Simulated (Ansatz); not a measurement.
# Hf2CO2 monolayer: phonons and vibrational spectra, part 2 of 2

How does Hf2CO2 monolayer vibrate, and is this structure a minimum?

Ansatz 0.2.0; DFT LDA, scalar-relativistic, plane waves, PAW; PAW set soft_1.

So far. Step 4 (Relaxing to small forces for the phonons): The largest force component left is 0.0016 meV/Å, within the tolerances set. Step 5 (Linear response at the zone centre): Before it was imposed, the acoustic sum rule was missed by 6.2e-5 eV/Å² and the charge sum rule by 0.0042 e. Small misses are needed for a sound result but don't prove that mesh and cutoff are converged. The lowest optical mode is real, 87.9 cm⁻¹.

## (6) Phonons on a q mesh

Stability and thermal properties need the whole zone. Linear response on a 3×3×1 q mesh gives force constants as far as a supercell of that size would, and the tensors from the zone-centre run are typed in so that the long-range dipole term is interpolated apart.

input.yaml reads:

```yaml
crystal:
  lattice:
    - [3.2193228019, 0.0, 0.0]
    - [-1.609661401, 2.7880153294, 0.0]
    - [0.0, 0.0, 32.6]
  atoms:
    - { symbol: C, position: [0.0, 0.0, 0.3067484663] }
    - { symbol: Hf, position: [0.3333333333, 0.6666666667, 0.3484484459] }
    - { symbol: Hf, position: [0.6666666667, 0.3333333333, 0.2650484866] }
    - { symbol: O, position: [0.6666666667, 0.3333333333, 0.3764995059] }
    - { symbol: O, position: [0.3333333333, 0.6666666667, 0.2369974267] }
  periodic: [true, true, false]
kpoints:
  mp_grid: { grid: [12, 12, 1] }
hamiltonian:
  xc: lda
  pseudopotentials: { kind: paw, azcp: { folder: soft_1 }, xc_functional: pbe }
scf:
  occupations: { method: fixed }
output:
  eigenvalues: true
phonons:
  method: dfpt
  qmesh: [3, 3, 1]
  temperatures: { t_max: 1000, t_step: 50 }
  qpath:
    path:
      - [0.0, 0.0, 0.0]
      - [0.5, 0.0, 0.0]
      - [0.33333333, 0.33333333, 0.0]
      - [0.0, 0.0, 0.0]
    npoints: 10
  isolated: true
  non_analytic_term:
    high_frequency_dielectric_tensor: [[3.1563, 0.0, 0.0], [0.0, 3.1563, 0.0], [0.0, 0.0, 1.1681]]
    born_effective_charges:
      - { species: C, tensor: [[-5.2092, 0.0, 0.0], [0.0, -5.2092, 0.0], [0.0, 0.0, -0.3513]] }
      - { species: Hf, tensor: [[6.1889, 0.0, 0.0], [0.0, 6.1889, 0.0], [0.0, 0.0, 0.5873]] }
      - { species: Hf, tensor: [[6.1889, 0.0, 0.0], [0.0, 6.1889, 0.0], [0.0, 0.0, 0.5873]] }
      - { species: O, tensor: [[-3.5843, 0.0, 0.0], [0.0, -3.5843, 0.0], [0.0, 0.0, -0.4116]] }
      - { species: O, tensor: [[-3.5843, 0.0, 0.0], [0.0, -3.5843, 0.0], [0.0, 0.0, -0.4116]] }
    source: "zone-centre run at this cell"
```

Launch:

```sh
ansatz run input.yaml --threads 8 --pin off --max-ram 16384MiB --backend cpu --events-out ev --progress --plain --runs-dir out
```

It took 6.6 min on 8 threads of Arm Neoverse V2, shared host; peak memory 2.6 GiB.

Numbers from this step:

```
sum-rule residual before enforcement                    : 3.99e-5 eV/Å²
lowest frequency on the path                            : -9.176 cm⁻¹
highest frequency on the path or at a solved wavevector : 737.9 cm⁻¹
lowest mode on the q mesh (acoustic modes at Γ apart)   : 87.9 cm⁻¹
```

Frequencies (cm⁻¹) solved at each irreducible wavevector; negative means imaginary. Frequencies by wavevector, by row:

| q in reciprocal lattice units | star | mode 1 | mode 2 | mode 3 | mode 4 | mode 13 | mode 14 | mode 15 |
| --- | --- | --- | --- | --- | --- | --- | --- | --- |
| 0 0 0 | 1 | 0 | 0 | 0 | 87.9 | 533.3 | 533.3 | 737.9 |
| 0 0.3333 0 | 6 | 93.9 | 105.1 | 119 | 144.9 | 535.1 | 662.2 | 700.4 |
| 0.3333 0.3333 0 | 2 | 113.9 | 113.9 | 148.1 | 199.9 | 611.9 | 658.4 | 658.4 |

Interpolated from a 3×3×1 q mesh, with the LO-TO term (at Γ the limit along the path; where Γ stands inside the path, tables give the limit on arrival). Phonon branches along the path, in cm⁻¹:

```csv
point,branch 1,branch 2,branch 3,branch 4,branch 12,branch 13,branch 14,branch 15
Γ,0,0,0,88,528,533,533,738
halfway,75,86,108,155,532,532,690,709
M,109,120,121,130,515,543,612,705
halfway,109,119,136,162,485,592,613,694
K,114,114,148,200,471,612,658,658
halfway,83,102,123,154,522,540,689,694
Γ,0,0,0,88,528,533,533,738
```

Tetrahedra on a 24×24×1 mesh, mean over bins of 10 cm-1. Interpolated from a 3×3×1 q mesh. Phonon density of states against wavenumber; read off at these points:

wavenumber (cm⁻¹), phonon density of states (1/cm⁻¹/cell) and a bar:
```
       -5     0.0021 #
       25     0.0035 #
       45     0.0059 ##
       75     0.0122 ####
       95     0.0385 #############
      105     0.0634 ######################
      125     0.0677 ########################
      145     0.0350 ############
      175     0.0367 #############
      195     0.0506 ##################
      225     0.0245 #########
      255     0.0000 
      275     0.0000 
      305     0.0019 #
      325     0.0028 #
      355     0.0035 #
      375     0.0046 ##
      405     0.0277 ##########
      425     0.0299 ##########
      445     0.0859 ##############################
      455     0.0511 ##################
      475     0.0273 ##########
      505     0.0258 #########
      535     0.0546 ###################
      555     0.0105 ####
      585     0.0051 ##
      605     0.0059 ##
      635     0.0125 ####
      655     0.0097 ###
      685     0.0347 ############
      705     0.0204 #######
      735     0.0081 ###
```

The partial phonon density of states has structure finer than the step of the table below, so its rows give means over 25 cm⁻¹, whole bins alone (the curve runs from -16.6 to 784 cm⁻¹). Peaks (cm⁻¹: height): C 406.3: 0.00601, 542.3: 0.0242, 643.0: 0.0122, 698.3: 0.0168; Hf 119.3: 0.0653, 194.8: 0.0338, 235.1: 0.0158; O 441.6: 0.0806.

Phonopy on the run's constants, 21x21x1 mesh, Gaussian sigma 5.7 cm-1. Interpolated from a 3×3×1 q mesh. The partial phonon density of states by wavenumber; means over each step; values in 1/cm⁻¹/cell:

```
wavenumber (cm⁻¹)        C       Hf        O
                0   4.2e-5  0.00133   1.2e-4
               25   9.4e-5  0.00324   2.6e-4
               50   1.4e-4  0.00599   4.0e-4
               75   1.7e-4   0.0130   5.6e-4
              100   1.4e-4   0.0464   8.9e-4
              125   1.2e-4   0.0575   9.8e-4
              150   1.4e-4   0.0320  0.00114
              175   1.0e-4   0.0243  0.00135
              200   1.7e-4   0.0241  0.00137
              225   4.9e-5   0.0122   5.9e-4
              250   1.7e-5  0.00993   6.7e-4
              275   8.0e-7   4.0e-4   3.5e-5
              300   3.4e-4   1.0e-4   5.7e-4
              325   9.0e-4   2.4e-4  0.00160
              350  0.00107   2.3e-4  0.00213
              375  0.00236   4.5e-4  0.00783
              400  0.00541   9.5e-4   0.0220
              425  0.00389  0.00122   0.0409
              450  0.00310  0.00230   0.0625
              475  0.00193  0.00132   0.0282
              500  0.00351  0.00124   0.0250
              525  0.00949   7.6e-4   0.0175
              550   0.0159   1.2e-4  0.00815
              575  0.00703   3.4e-5  0.00205
              600  0.00586   3.8e-5   7.9e-4
              625   0.0112   7.2e-5  0.00182
              650   0.0112   1.1e-4  0.00263
              675  0.00642   6.4e-5  0.00160
              700   0.0141   1.4e-4  0.00340
              725   0.0112   1.3e-4  0.00211
              750  0.00377   2.3e-5   8.5e-4
```

Symmetry leaves 3 wavevectors to solve. The lowest mode among them, the acoustic zeros apart, lies at Γ and is real, 87.9 cm⁻¹. Between them the interpolated path dips to 9i cm⁻¹.

## (7) Isotope substitution, element C, natural mass 12.011 amu

An isotope changes the mass and not the force constants, so no new electronic calculation is needed; the shifts show which modes move this element.

The same force constants with the mass of C changed from 12.011 to 13.003 u (phonopy, no LO-TO term). Both lists are sorted by frequency; levels can cross, so a row need not hold one and the same mode. Modes under 3 cm⁻¹ are left out. Isotope shifts, by row, the first 40 of 42 rows:

| q | rank | natural mass (cm⁻¹) | changed mass (cm⁻¹) |
| --- | --- | --- | --- |
| 0 0 0 | 4 | 87.9 | 87.9 |
| 0 0 0 | 5 | 87.9 | 87.9 |
| 0 0 0 | 6 | 180.6 | 180.6 |
| 0 0 0 | 7 | 301.8 | 297.6 |
| 0 0 0 | 8 | 301.8 | 297.6 |
| 0 0 0 | 9 | 447.8 | 447.8 |
| 0 0 0 | 10 | 447.8 | 447.8 |
| 0 0 0 | 11 | 525.8 | 520.4 |
| 0 0 0 | 12 | 527.5 | 520.4 |
| 0 0 0 | 13 | 533.3 | 525.7 |
| 0 0 0 | 14 | 533.3 | 527.5 |
| 0 0 0 | 15 | 737.9 | 710.1 |
| 0 0.3333 0 | 1 | 93.93 | 93.91 |
| 0 0.3333 0 | 2 | 105.1 | 105.1 |
| 0 0.3333 0 | 3 | 119 | 119 |
| 0 0.3333 0 | 4 | 144.9 | 144.9 |
| 0 0.3333 0 | 5 | 180.8 | 180.8 |
| 0 0.3333 0 | 6 | 218.2 | 218.1 |
| 0 0.3333 0 | 7 | 388.1 | 384.8 |
| 0 0.3333 0 | 8 | 403.7 | 399.7 |
| 0 0.3333 0 | 9 | 433.9 | 433.9 |
| 0 0.3333 0 | 10 | 446.1 | 444.9 |
| 0 0.3333 0 | 11 | 483.8 | 483.4 |
| 0 0.3333 0 | 12 | 521.1 | 518.8 |
| 0 0.3333 0 | 13 | 535.1 | 519.5 |
| 0 0.3333 0 | 14 | 662.2 | 641.7 |
| 0 0.3333 0 | 15 | 700.4 | 679.5 |
| 0.3333 0.3333 0 | 1 | 113.9 | 113.9 |
| 0.3333 0.3333 0 | 2 | 113.9 | 113.9 |
| 0.3333 0.3333 0 | 3 | 148.1 | 148.1 |
| 0.3333 0.3333 0 | 4 | 199.9 | 199.9 |
| 0.3333 0.3333 0 | 5 | 199.9 | 199.9 |
| 0.3333 0.3333 0 | 6 | 220 | 220 |
| 0.3333 0.3333 0 | 7 | 441 | 439.1 |
| 0.3333 0.3333 0 | 8 | 441 | 439.1 |
| 0.3333 0.3333 0 | 9 | 450.6 | 450.1 |
| 0.3333 0.3333 0 | 10 | 468.1 | 468.1 |
| 0.3333 0.3333 0 | 11 | 470.9 | 468.8 |
| 0.3333 0.3333 0 | 12 | 470.9 | 468.8 |
| 0.3333 0.3333 0 | 13 | 611.9 | 589 |

A mode of this element alone would shift by -3.89 %. The highest zone-centre frequency without the field goes from 737.9 to 710.1 cm⁻¹ (-3.8 %). The product of the frequency ratios over all optical modes at Γ is 0.891; the product rule, (m/m′)^(3k/2) (M′/M)^(3/2) with k = 1 such atoms and M the mass of the cell, gives 0.891.

## (8) Another isotope, element Hf, natural mass 178.486 amu

The same for Hf, from 178.49 to 173.94 u.

A mode of this element alone would shift by +1.30 %. The highest zone-centre frequency without the field goes from 737.9 to 738.1 cm⁻¹ (+0.0 %). The product of the frequency ratios over all optical modes at Γ is 1.044; the product rule, (m/m′)^(3k/2) (M′/M)^(3/2) with k = 2 such atoms and M the mass of the cell, gives 1.044.

## (9) Another isotope, element O, natural mass 15.999 amu

The same for O, from 16.00 to 18.00 u.

A mode of this element alone would shift by -5.72 %. The highest zone-centre frequency without the field goes from 737.9 to 737.5 cm⁻¹ (-0.1 %). The product of the frequency ratios over all optical modes at Γ is 0.713; the product rule, (m/m′)^(3k/2) (M′/M)^(3/2) with k = 2 such atoms and M the mass of the cell, gives 0.713.

## (10) What came out

| Quantity | Value |
| --- | --- |
| space group after relaxation (within 0.01 Å) | P-3m1 |
| area per atom | 1.79 Å² |
| gap on the k-mesh | 0.900 eV |
| highest optical mode at the zone centre (no LO-TO term) | 738 cm⁻¹ |
| lowest optical zone-centre mode | 87.9 cm⁻¹ |
| largest Born charge (third of the trace) | 4.32 e |
| lowest mode on the q mesh (acoustic modes at Γ apart) | 87.9 cm⁻¹ |
| highest frequency on the path or at a solved wavevector | 738 cm⁻¹ |
| imaginary modes on the 3×3×1 q mesh | none |

What this shows: No mode is imaginary at the 3 irreducible wavevectors solved, but between them the interpolated path dips to 9.2i cm⁻¹, so stability is not settled. Without the field, the optical modes at Γ span 88 to 738 cm⁻¹. The highest mode in this list at Γ, 737.9 cm⁻¹, is mostly motion of C (97 % of the kinetic energy). The strongest infrared line is at 302 cm⁻¹. Averaged over orientations, the strongest Raman line at 532 nm and 300 K is at 88 cm⁻¹. The tensors are the static, non-resonant ones, while 532 nm light (2.33 eV) lies above the computed gap. In a sheet or slab the interpolated bending branch near Γ is rough, since the rotational sum rule isn't imposed. Dielectric tensors refer to the cell with its vacuum. Spin-orbit coupling is left out, which can matter for the heavy elements here. The PAW files were made for PBE and serve the other functionals too. The starting cell was built on a prototype and not taken from a measurement. These are harmonic frequencies at zero temperature: anharmonic shifts, linewidths and thermal expansion are left out.

[Logs are printed without paths, hosts, clocks, repeated set-up lines and the standing remarks that a program may print on its own settings, such as how far it seeks lower states.]

[Hosts, paths, dates, database ids (printed as entryN), source tags and the programs' standing remarks are cut or masked in the printed files.]
